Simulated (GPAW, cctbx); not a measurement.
# By hand: from a DFT structure factor to an extinction distance in ScPd3N2

ScPd3N2, P6/mmm (no. 191), a = 5.5604 Å, b = 5.5604 Å, c = 3.0463 Å, α = 90.00°, β = 90.00°, γ = 120.00°.

```
atom  mult.    x    y    z
 Pd1      3    0  1/2  1/2
 Sc1      1    0    0    0
  N1      2  2/3  1/3    0
```

The cell comes from substitution in a known structure type and wasn't matched to any measured phase.

A DFT run (GPAW, PBE, 550 eV, 6×4×4 k-points (along the axes of the calculation cell), Fermi–Dirac width 0.05 eV) gives the static X-ray structure factor of 110 as 12.489 e for the conventional cell; superposed free atoms give 13.021 e. **Problem.** Find the Fourier component V of the crystal potential and the two-beam extinction distance at 300 kV in both cases.

## 1. Geometry

The cell volume is Ω = 81.57 Å³ and d(110) = 2.7802 Å, so g = 1/d = 0.3597 Å⁻¹.

## 2. The nuclei

Electrons feel nuclei as well as electrons, so the nuclear charges are summed with the same phases.

Phase sums Σ exp(2πi h·x), turned so that the total is real and positive: Pd +1.000, Sc -1.000, N -2.000. Then F_Z = 46 × (+1.000) + 21 × (-1.000) + 7 × (-2.000) = 11.00 e. The electron term has the same sign for this reflection.

## 3. Mott–Bethe

Poisson's equation, term by term, gives V = (e/4πε₀)(F_Z − F)/(πΩg²), with e/4πε₀ = 14.3996 V Å.

The prefactor is 14.3996 × 2.7802²/(π × 81.57) = 0.43435 V per electron. Free atoms: (11.00 − 13.021) × 0.43435 = -0.878 V. Crystal: (11.00 − 12.489) × 0.43435 = -0.647 V. F changes by -4.09 % and V by -26.3 %: the same 0.53 e is measured against F_Z − F = -2.0 e in place of F = 13.0 e.

## 4. Extinction distance

In the two-beam case ξ = 1/(λU) with U = 2γm₀eV/h², that is ξ = 150.41 V Å²/(γλV).

At 300 kV, λ = 0.01969 Å and γ = 1.5871. Free atoms: ξ = 5484 Å. Crystal: ξ = 7443 Å. The thickness fringes go as sin²(πt/ξ), so the two patterns slip by a quarter of a period when t|1/ξ₁ − 1/ξ₀| = 1/4, at t ≈ 521 nm. Thermal motion, absorption and many-beam coupling, left out here, change a real pattern.

## 5. Answer

V(110) is -0.65 V against -0.88 V, and ξ is 7443 against 5484 Å. Limits: static atoms, two beams.

[Outputs are excerpts: Python notices, other lines and further rows are left out; steps that failed or that the build refused (PBEsol, TPSS) are not shown.]

[Logs are printed without paths, hosts, clocks, repeated set-up lines and the standing remarks that a program may print on its own settings, such as how far it seeks lower states.]
